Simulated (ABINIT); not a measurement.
# BN (Qingsongite): G0W0 in ABINIT against the bands in the screening

How does the gap of BN (Qingsongite) converge in the bands in the screening?

Calculated with ABINIT 10.8.3; LDA and many-body steps on it, plane waves.

Most raw output is cut from this account.

## 1. The structure

The structure is cubic, space group F-43m (No. 216). The conventional cell has a = 3.615 Å, b = 3.615 Å, c = 3.615 Å, α = 90.00°, β = 90.00°, γ = 90.00°. Nearest to B lie 4 N at 1.57 Å. N has 4 B at 1.57 Å nearest. Farther neighbours and most contacts between anions are not listed.

Coordinates:

```cif
data_structure
_symmetry_space_group_name_H-M 'F-43m'
_symmetry_Int_Tables_number 216
_cell_length_a 3.6150
_cell_length_b 3.6150
_cell_length_c 3.6150
_cell_angle_alpha 90.000
_cell_angle_beta 90.000
_cell_angle_gamma 90.000
_cell_volume 47.24
loop_
_atom_site_label
_atom_site_type_symbol
_atom_site_symmetry_multiplicity
_atom_site_Wyckoff_symbol
_atom_site_fract_x
_atom_site_fract_y
_atom_site_fract_z
_atom_site_occupancy
B1 B 4 a 0.00000 0.00000 0.00000 1
N1 N 4 d 0.25000 0.25000 0.75000 1
```

The cell and positions come from the Crystallography Open Database and are kept as given unless a step says otherwise.

## 2. Screening, 6×6×6 mesh, 12 bands, screening to 130.6 eV

This step: ABINIT 10.8.3; RPA screening on LDA, plane waves, norm-conserving pseudopotentials.

The RPA dielectric matrix is built and inverted for each q.

run.abi reads:

```
acell 3*1.0 Angstrom
rprim 
  -0.000000000000 1.807500000000 1.807500000000
  1.807500000000 0.000000000000 1.807500000000
  1.807500000000 1.807500000000 -0.000000000000
ntypat 2
znucl 5 7
natom 2
typat 1 2
xred 
  0.000000000000 0.000000000000 0.000000000000
  0.250000000000 0.250000000000 0.250000000000
pp_dirpath "pseudos"
pseudos "B.upf, N.upf"
ecut 36
ngkpt 6 6 6
nshiftk 1
shiftk 0 0 0
kptopt 1
chksymbreak 0
istwfk *1
occopt 1
irdwfk 1
optdriver 3
nband 12
ecuteps 4.8
inclvkb 2
awtr 1
symchi 1
indata_prefix "in"
outdata_prefix "out"
tmpdata_prefix "tmp"
```

Command:

```console
> OMP_NUM_THREADS=1 mpirun -n 4 abinit run.abi > log
```

It took 2.6 s on 4 MPI ranks of Arm Neoverse V2, shared host; peak memory 0.08 GiB; 9.9 s of CPU time.

This step gave:

* ε∞ with local fields, on this mesh, along the program's q direction: 4.448
* the same without local fields: 4.744
* plasma frequency: 30.56 eV
* plane waves in the screening matrix: 51

Local fields lower ε∞ by 6 %. On a Γ-centred mesh this coarse the value itself is usually too large, while a short band sum pulls it down.

## 3. 12 bands

The self-energy is evaluated for the states that the input lists, and the levels follow from it, in one-shot runs by the linearised quasiparticle equation.

This step: G0W0 on LDA, plane waves, norm-conserving pseudopotentials.

Changes to run.abi since step 2:

```diff
@@ -23,8 +23,17 @@
 irdwfk 1
-optdriver 3
-nband 12
+optdriver 4
+nband 23
+gwcalctyp 0
+ecutsigx 36
+symsigma 1
+nkptgw 2
+kptgw 
+  0.0000000000 0.0000000000 0.0000000000
+  0.5000000000 0.5000000000 0.0000000000
+bdgw 
+  2 7
+  3 6
 ecuteps 4.8
-inclvkb 2
-awtr 1
-symchi 1
+irdscr 1
+ppmodel 1
 indata_prefix "in"
```

Elapsed: 1.8 s, on 4 MPI ranks; peak memory 0.09 GiB.

Numbers from this step:

```
G0W0 gap on the points computed              : 6.169 eV
starting gap on the mesh                     : 4.420 eV
k of the valence top                         : 0, 0, 0
k of the conduction bottom                   : 0.5, 0.5, 0
Z at the valence top                         : 0.829
Z at the conduction bottom                   : 0.856
least direct G0W0 gap on the computed points : 11.00 eV
```

The gap on the mesh goes from 4.42 eV to 6.17 eV, a correction of +1.75 eV.

## 4. Screening, 6×6×6 mesh, 23 bands, screening to 130.6 eV

This step: RPA screening on LDA, plane waves, norm-conserving pseudopotentials.

Changes to run.abi since step 3:

```diff
@@ -23,17 +23,8 @@
 irdwfk 1
-optdriver 4
+optdriver 3
 nband 23
-gwcalctyp 0
-ecutsigx 36
-symsigma 1
-nkptgw 2
-kptgw 
-  0.0000000000 0.0000000000 0.0000000000
-  0.5000000000 0.5000000000 0.0000000000
-bdgw 
-  2 7
-  3 6
 ecuteps 4.8
-irdscr 1
-ppmodel 1
+inclvkb 2
+awtr 1
+symchi 1
 indata_prefix "in"
```

The job ended after 4 s (4 MPI ranks; peak memory 0.31 GiB; 16 s of CPU time).

Numbers from this step:

```yaml
eps_infinity_with_local_fields_on_this_mesh_along_the_program_s_q_direction: 4.465
the_same_without_local_fields: 4.783
plasma_frequency: 30.56 eV
plane_waves_in_the_screening_matrix: 51
```

## 5. 23 bands

This step: G0W0 on LDA, plane waves, norm-conserving pseudopotentials.

Changes to run.abi since step 4:

```diff
@@ -23,8 +23,17 @@
 irdwfk 1
-optdriver 3
+optdriver 4
 nband 23
+gwcalctyp 0
+ecutsigx 36
+symsigma 1
+nkptgw 2
+kptgw 
+  0.0000000000 0.0000000000 0.0000000000
+  0.5000000000 0.5000000000 0.0000000000
+bdgw 
+  2 7
+  3 6
 ecuteps 4.8
-inclvkb 2
-awtr 1
-symchi 1
+irdscr 1
+ppmodel 1
 indata_prefix "in"
```

Wall time 1.9 s (4 MPI ranks); peak memory 0.09 GiB.

Numbers from this step:

- G0W0 gap on the points computed: 6.030 eV
- starting gap on the mesh: 4.420 eV
- k of the valence top: 0, 0, 0
- k of the conduction bottom: 0.5, 0.5, 0
- Z at the valence top: 0.831
- Z at the conduction bottom: 0.856
- least direct G0W0 gap on the computed points: 10.87 eV

Against the run before, the gap moves by −0.139 eV.

## 6. Screening, 6×6×6 mesh, 48 bands, screening to 130.6 eV

This step: RPA screening on LDA, plane waves, norm-conserving pseudopotentials.

Changes to run.abi since step 5:

```diff
@@ -23,17 +23,8 @@
 irdwfk 1
-optdriver 4
-nband 23
-gwcalctyp 0
-ecutsigx 36
-symsigma 1
-nkptgw 2
-kptgw 
-  0.0000000000 0.0000000000 0.0000000000
-  0.5000000000 0.5000000000 0.0000000000
-bdgw 
-  2 7
-  3 6
+optdriver 3
+nband 48
 ecuteps 4.8
-irdscr 1
-ppmodel 1
+inclvkb 2
+awtr 1
+symchi 1
 indata_prefix "in"
```

Run time: 6.8 s. Hardware: 4 MPI ranks; peak memory 0.35 GiB.

This step gave:

```yaml
eps_infinity_with_local_fields_on_this_mesh_along_the_program_s_q_direction: 4.472
the_same_without_local_fields: 4.790
plasma_frequency: 30.56 eV
plane_waves_in_the_screening_matrix: 51
```

## 7. 48 bands

This step: G0W0 on LDA, plane waves, norm-conserving pseudopotentials.

Changes to run.abi since step 6:

```diff
@@ -23,8 +23,17 @@
 irdwfk 1
-optdriver 3
-nband 48
+optdriver 4
+nband 23
+gwcalctyp 0
+ecutsigx 36
+symsigma 1
+nkptgw 2
+kptgw 
+  0.0000000000 0.0000000000 0.0000000000
+  0.5000000000 0.5000000000 0.0000000000
+bdgw 
+  2 7
+  3 6
 ecuteps 4.8
-inclvkb 2
-awtr 1
-symchi 1
+irdscr 1
+ppmodel 1
 indata_prefix "in"
```

Wall time 1.8 s (4 MPI ranks); peak memory 0.09 GiB.

Numbers from this step:

```
G0W0 gap on the points computed              : 5.986 eV
starting gap on the mesh                     : 4.420 eV
k of the valence top                         : 0, 0, 0
k of the conduction bottom                   : 0.5, 0.5, 0
least direct G0W0 gap on the computed points : 10.82 eV
```

Against the run before, the gap moves by −0.044 eV.

## 8. Side by side

Times are wall times on 4 MPI ranks of Arm Neoverse V2, shared host, good to a factor of about two. A run's time includes the screening step that it read.

```csv
run,mesh,bands,screening cutoff (eV),DFT gap (eV),gap on the mesh (eV),direct (eV),ε∞ used,time
12 bands,6×6×6,23,130.6,4.420,6.169,10.997,4.45,4.4 s
23 bands,6×6×6,23,130.6,4.420,6.030,10.874,4.47,5.8 s
48 bands,6×6×6,23,130.6,4.420,5.986,10.820,4.47,8.7 s
```

## 9. Outcome

```json
{
  "12 bands": "6.169 eV",
  "23 bands": "6.030 eV",
  "48 bands": "5.986 eV",
  "known limits": "not at the basis limit; coarse k mesh"
}
```

**Reading.** The setting moved: bands in the screening. From 12 bands to 48 bands the gap moves by −0.18 eV. The last step still moves it by −0.044 eV. Bands and screening cutoff are coupled, so a series along one setting does not show full convergence. Bands and cutoff are finite, so the gap is not at the basis limit. The miss can reach some tenths of an eV and take either sign; the mesh is an error of its own. In the G0W0 runs levels were corrected at 2 k points alone, so a gap called «on the mesh» is the least over those, and an edge elsewhere would be missed. The 6×6×6 mesh is coarse for this cell, which bears on the long-range parts of exchange and screening.

[Paths, hosts, dates, memory and timing lines, banners, echoed tables and standing remarks are left out of the program output.]

[Logs are printed without paths, hosts, clocks, repeated set-up lines and the standing remarks that a program may print on its own settings, such as how far it seeks lower states.]

[Runs of the session that timed out or met a known fault of the program may be left out.]

[Hosts, paths, dates, database ids (printed as entryN), source tags and the programs' standing remarks are cut or masked in the printed files.]

[G0W0 gaps are taken among the corrected bands and points alone; a level outside them can change the order at an edge.]

[Where Ansatz stands beside ABINIT at settings called matched, ABINIT's density can come from a denser mesh and the files from another edition; pairs whose starting gaps differed by over 0.03 eV were left out, so agreement reads better than it is.]
